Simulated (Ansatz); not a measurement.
# CaV2Cd2: relaxing a made-up structure, part 2 of 2

This structure for CaV2Cd2 is made up. Its elements were placed in a known structure type with a cell scaled to their sizes. What cell does the guess relax to, and how far off was it?

Ansatz 0.2.0; DFT, PBE, plane-wave PAW, files of the set soft_1, scalar-relativistic, ferromagnetic start, cell and ions relaxed at zero pressure; PAW set soft_1 (the session's first sound run).

So far: Set-up; Relaxation of the guess. The relaxed cell has a = 5.013, c = 5.586 Å (conventional setting).

In doubt: warnings of the run leave room for a lower electronic state, so energies may not be the lowest and differences between runs may mislead.

## Step 3: Electronic structure of the relaxed cell

With the geometry fixed, one more self-consistent run, with a narrower smearing and the mesh shown in its input, gives the bands, and its pressure, and its forces where symmetry allows any, show how far the geometry depends on these settings.

This step: DFT, PBE, plane-wave PAW, files of the set soft_1, scalar-relativistic, ferromagnetic start, bands and density of states at the relaxed cell; PAW set soft_1 (Ansatz 0.2.0).

input.yaml

```yaml
crystal:
  lattice:
    - [5.0129518544, 0.0, 0.0]
    - [-2.5064759272, 4.3413436538, 0.0]
    - [0.0, 0.0, 5.5856637714]
  atoms:
    - { symbol: Cd, position: [0.6666666667, 0.3333333333, 0.3412366673] }
    - { symbol: Cd, position: [0.3333333333, 0.6666666667, 0.6587633327] }
    - { symbol: V, position: [0.6666666667, 0.3333333333, 0.8367398519], spin: 2.6 }
    - { symbol: V, position: [0.3333333333, 0.6666666667, 0.1632601481], spin: 2.6 }
    - { symbol: Ca, position: [0.0, 0.0, 0.0] }
magnetization:
  spin_polarized: true
kpoints:
  mp_grid: { grid: [8, 8, 6] }
  band_path:
    path:
      - [[0.0, 0.0, 0.0], [0.5, 0.0, 0.0], [0.33333333, 0.33333333, 0.0], [0.0, 0.0, 0.0], [0.0, 0.0, 0.5], [0.5, 0.0, 0.5], [0.33333333, 0.33333333, 0.5], [0.0, 0.0, 0.5]]
      - [[0.5, 0.0, 0.5], [0.5, 0.0, 0.0]]
      - [[0.33333333, 0.33333333, 0.0], [0.33333333, 0.33333333, 0.5]]
    npoints: 8
scf:
  occupations: { method: fermi_dirac, width: 0.03 }
  n_extra_bands: 12
hamiltonian:
  xc: pbe
  pseudopotentials: { kind: paw, azcp: { folder: soft_1 } }
output:
  forces: true
  stress: true
  write_bands: true
  dos: { projected: true }
  write_density: true
  write_potential: true
  elf: true
  volumetric_format: npy
```

The run is started by

```console
$ ansatz run input.yaml --threads 4 --pin off --max-ram 8192MiB --backend cpu --events-out ev --progress --plain --runs-dir out
```

Numbers of over 12 decimals in the logs are rounded to 6 here.

The log of the run:

```text
[...]
Crystal: 5 atoms, lattice volume = 121.561 Å³
Basis set: ecut = 420 eV, 2401 PW (Γ), exchange–correlation on 72×72×80 points (8 copies of the dense FFT grid, shifted against one another)
Bands: 50, of which v1, the nominal top of the filled ones, is band 38 counted from 1 (37 counted from 0)
Symmetry: 12 space group operations
[...]
k-points: 50 of 384
[...]
Starting moments: Σ|m| = 5.2 μB on 2 of 5 sites
[...]
SCF iter   1: F=—  HF=-24149.440996 eV  |F-HF|=—  |Δ(HF+E_count)|=         —  Δρ=3.84e-2 (↑3.84e-2 ↓3.19e-2)  dr2=1.32e1  dr2_m=3.07e-1  M=4.795 μB ∫|m|=4.871 μB  β_m=0.30  ethr=3.10e-3  ⟨swp⟩=8.0  Hψ=19863  notcnv=0
[...]
SCF iter  14: F=-24147.210905 eV  HF=-24147.210905 eV  |F-HF|=8.29e-10  |Δ(HF+E_count)|=   3.02e-9  Δρ=6.63e-7 (↑6.63e-7 ↓3.33e-7)  dr2=1.47e-9  dr2_m=1.09e-10  M=6.780 μB ∫|m|=6.904 μB  ethr=1.38e-11  ⟨swp⟩=12.0  Hψ=28592  notcnv=0
SCF 1 converged in 14 iterations: F = -24147.210905 eV  dr2 = 1.47e-9
[...]
NSCF: frozen V_eff on 75 k-points
SCF converged after 14 iterations
Magnetization: 6.7795 μB (41.3898 up, 34.6102 down)
Absolute magnetization: 6.9076 μB (∫|ρ↑−ρ↓|, with the PAW one-centre terms)
[...]
Per-site moments (μB) at R_I (Å): [(0.027626, 1.141682), (0.027626, 1.141682), (2.642473, 1.141682), (2.642473, 1.141682), (0.191435, 1.251729)]
Free energy (F): -24147.210905 eV
[...]
Internal energy: -24147.191242 eV  (E = F + TS)
E sigma→0 (E₀):  -24147.201074 eV
Entropy (-TS):   -0.019663 eV (-3.933 meV/atom)
Fermi energy:    10.097380 eV
[...]
--- Forces (eV/Å), atoms counted from 1 ---
  atom   1  Cd     0.00000000     0.00000000     0.00477072
  atom   2  Cd     0.00000000    -0.00000000    -0.00477072
  atom   3  V      0.00000000     0.00000000    -0.04838036
  atom   4  V     -0.00000000    -0.00000000     0.04838036
  atom   5  Ca     0.00000000     0.00000000     0.00000000
  max |Σ_I F_I| component: 9.25e-18 eV/Å
--- Stress (GPa, compression-positive) ---
       -0.001157       0.000000       0.000000
        0.000000      -0.001157       0.000000
        0.000000       0.000000       0.025092
  P = ⅓ Tr σ = 0.0076 GPa (0.076 kbar)
--- Band table (eV; the first three rows and the last of 100) ---
  k-point 0 ↑: bands = [... 34 lower, 8.8282, 9.0248, 9.0248, 9.5690, 9.5690, 10.3650, 10.3650, 10.5723, ... 8 higher]
  k-point 1 ↑: bands = [... 34 lower, 8.7773, 8.9344, 8.9344, 9.6280, 9.6280, 10.1056, 10.3340, 10.3340, ... 8 higher]
  k-point 2 ↑: bands = [... 34 lower, 8.6936, 8.7819, 8.7819, 9.7117, 9.7117, 9.7178, 10.2982, 10.2982, ... 8 higher]
  k-point 49 ↓: bands = [... 34 lower, 9.1292, 9.9304, 11.0983, 11.2328, 11.3102, 11.8577, 11.9751, 12.1163, ... 8 higher]
```

Elapsed: 17 s, on 4 threads of Arm Neoverse V2, shared host; peak memory 0.76 GiB.

This step gave:

- free energy: -24147.2109 eV
- energy at zero smearing: -24147.2011 eV
- smearing term TS: 0.01966 eV
- magnetization: 6.780 μB
- absolute magnetization: 6.908 μB
- site moments: 0.02763, 0.02763, 2.642, 2.642, 0.1914 μB
- pressure: 0.007592 GPa

From bands.tsv, the bands that come nearest the Fermi level along the path, at its corners, in eV from the Fermi level:

```tsv
point	band_39_up	band_40_up	band_41_up	band_42_up	band_32_dn	band_33_dn	band_34_dn	band_35_dn
Γ	0.27	0.27	0.47	0.89	-1.08	-0.01	-0.01	0.94
M	-0.22	-0.02	0.09	0.11	-1.16	0.20	0.23	0.40
K	-0.26	-0.26	-0.26	0.07	-1.73	0.09	0.09	0.54
Γ	0.27	0.27	0.47	0.89	-1.08	-0.01	-0.01	0.94
A	-0.35	0.19	0.19	1.73	-0.05	-0.05	0.09	0.33
L	-0.45	-0.36	-0.04	-0.03	-2.17	-1.86	-0.27	0.34
H	-0.36	-0.36	-0.13	0.38	-1.80	-1.80	-1.09	-0.27
A	-0.35	0.19	0.19	1.73	-0.05	-0.05	0.09	0.33
L	-0.45	-0.36	-0.04	-0.03	-2.17	-1.86	-0.27	0.34
M	-0.22	-0.02	0.09	0.11	-1.16	0.20	0.23	0.40
K	-0.26	-0.26	-0.26	0.07	-1.73	0.09	0.09	0.54
H	-0.36	-0.36	-0.13	0.38	-1.80	-1.80	-1.09	-0.27
```

Spin density in the ac plane at fractional y = 0.333, with atoms of Cd and V within 0.2 Å of it.

Values in e/Å³, 15 rows by 14 columns, each cell a mean:
```
0.0 0.0 0.0 0.0 0.0 0.0 0.1 0.2 0.4 0.7 0.5 0.2 0.1 0.1
0.0 0.0 0.0 0.0 0.0 0.0 0.1 0.4 1.2 2.0 1.4 0.5 0.1 0.1
0.0 0.0 0.0 0.0 0.0 0.0 0.1 0.4 1.4 2.5 1.7 0.6 0.1 0.0
0.0 0.0 0.0 0.0 0.0 0.0 0.1 0.2 0.7 1.1 0.8 0.3 0.1 0.0
0.0 0.0 0.0 0.0 0.0 0.0 0.0 0.1 0.2 0.3 0.2 0.1 0.0 0.0
0.0 0.0 0.0 0.0 0.0 0.0 0.0 0.0 0.1 0.1 0.1 0.0 0.0 0.0
0.0 0.0 0.0 0.0 0.0 0.0 0.0 0.0 0.0 0.0 0.0 0.0 0.0 0.0
0.0 0.0 0.0 0.0 0.0 0.0 0.0 0.0 0.0 0.0 0.0 0.0 0.0 0.0
0.0 0.0 0.0 0.0 0.0 0.0 0.0 0.0 0.0 0.0 0.0 0.0 0.0 0.0
0.0 0.0 0.0 0.0 0.0 0.0 0.0 0.0 0.0 0.0 0.0 0.0 0.0 0.0
0.0 0.0 0.0 0.0 0.0 0.0 0.0 0.0 0.0 0.0 0.0 0.0 0.0 0.0
0.0 0.0 0.0 0.0 0.0 0.0 0.0 0.0 0.0 0.0 0.0 0.0 0.0 0.0
0.0 0.0 0.1 0.1 0.0 0.0 0.0 0.0 0.0 0.0 0.0 0.0 0.0 0.0
0.0 0.1 0.1 0.1 0.0 0.0 0.0 0.0 0.0 0.0 0.0 0.0 0.0 0.0
0.0 0.0 0.0 0.0 0.0 0.0 0.0 0.1 0.1 0.1 0.1 0.1 0.0 0.0
```
Columns run along a (5.0 Å), rows up along c (5.6 Å). Atoms in or near the plane, at fractional coordinates: Cd at (0.67, 0.34), V at (0.67, 0.84).

ELF of down spins in the ac plane at fractional y = 0.333, with atoms of Cd and V within 0.2 Å of it. It is the smooth field of the valence electrons, not physical close to the nuclei.

Values, 15 rows by 14 columns, each cell a mean:
```
0.24 0.17 0.14 0.16 0.22 0.24 0.10 0.15 0.50 0.64 0.54 0.22 0.08 0.21
0.33 0.29 0.26 0.28 0.33 0.24 0.06 0.43 0.76 0.77 0.77 0.53 0.09 0.17
0.41 0.39 0.37 0.39 0.41 0.27 0.07 0.48 0.77 0.75 0.77 0.57 0.10 0.19
0.41 0.37 0.35 0.37 0.40 0.32 0.09 0.26 0.65 0.74 0.68 0.35 0.08 0.26
0.35 0.31 0.29 0.30 0.34 0.34 0.19 0.08 0.19 0.29 0.22 0.09 0.15 0.33
0.30 0.26 0.25 0.26 0.29 0.33 0.31 0.20 0.13 0.11 0.13 0.19 0.29 0.34
0.29 0.25 0.24 0.25 0.28 0.31 0.29 0.25 0.23 0.23 0.23 0.24 0.28 0.31
0.29 0.27 0.26 0.26 0.29 0.28 0.22 0.23 0.30 0.33 0.31 0.24 0.22 0.27
0.31 0.29 0.27 0.29 0.31 0.27 0.22 0.30 0.47 0.64 0.52 0.33 0.23 0.25
0.34 0.29 0.25 0.28 0.34 0.29 0.24 0.35 0.67 0.92 0.74 0.39 0.25 0.27
0.37 0.25 0.17 0.22 0.35 0.35 0.26 0.32 0.53 0.73 0.58 0.35 0.26 0.32
0.37 0.16 0.09 0.14 0.32 0.42 0.31 0.27 0.32 0.37 0.33 0.28 0.29 0.41
0.30 0.10 0.05 0.08 0.25 0.46 0.44 0.32 0.27 0.26 0.27 0.31 0.41 0.47
0.23 0.08 0.05 0.07 0.19 0.41 0.49 0.41 0.30 0.26 0.29 0.38 0.48 0.44
0.20 0.10 0.07 0.09 0.17 0.31 0.31 0.14 0.09 0.11 0.10 0.13 0.26 0.33
```
Columns run along a (5.0 Å), rows up along c (5.6 Å). Atoms in or near the plane, at fractional coordinates: Cd at (0.67, 0.34), V at (0.67, 0.84).

Valence density in the ac plane at fractional y = 0.333, with atoms of Cd and V within 0.2 Å of it. It is the smooth field of the valence electrons, not physical close to the nuclei.

Ten steps, logarithmic in the rise over the least value, from '0' (0 e/Å³) to '9' (22 e/Å³), each cell a mean:
```
00000002455210
00000014787510
00000014788510
00000002576310
00000001232100
00000000111000
00000000111100
00000002454210
00000014787510
00000015899620
00000014798520
00000012565310
00000001222100
00000000111000
00000000121100
```
Columns run along a (5.0 Å), rows up along c (5.6 Å). Atoms in or near the plane, at fractional coordinates: Cd at (0.67, 0.34), V at (0.67, 0.84).

## Step 4: Outcome

```yaml
space_group_relaxed: P-3m1
conventional_cell: a = 5.013, b = 5.013, c = 5.586 Å; α = 90.0°, β = 90.0°, γ = 120.0°
volume_per_atom: 24.31 Å³ (guess 22.01)
total_moment: 6.75 μB in the cell of 5 atoms
```

CaV2Cd2 relaxes to P-3m1 with a = 5.013, b = 5.013 and c = 5.586 Å. The guessed volume was 9 % too small. The space group P-3m1 was held in the relaxation, so the end point is a stationary structure within it and may be a saddle against distortions or other arrangements. The input starts from parallel moments, and no other start was typed. The electronic state may lie above the lowest one. Bands cross the Fermi level, so it is a metal or semimetal at this level. On the 8×8×6 mesh with the narrower smearing (relaxed on 7×7×4) the largest force component is 0.048 eV/Å and the largest stress component is 0.025 GPa, against the relaxation's thresholds of 0.015 eV/Å and 0.05 GPa. The cutoff wasn't tested. A vector of the cell changed its length by 19 %, more than the volume shows. No dispersion term is used, so weakly bound directions may come out too long. The program estimates, without running it, that another magnetic order lies lower than the one relaxed here. Nothing here tests whether the compound is stable against decomposition.

[Logs are printed without paths, hosts, clocks, repeated set-up lines and the standing remarks that a program may print on its own settings, such as how far it seeks lower states.]

[Hosts, paths, dates, database ids (printed as entryN), source tags and the programs' standing remarks are cut or masked in the printed files.]
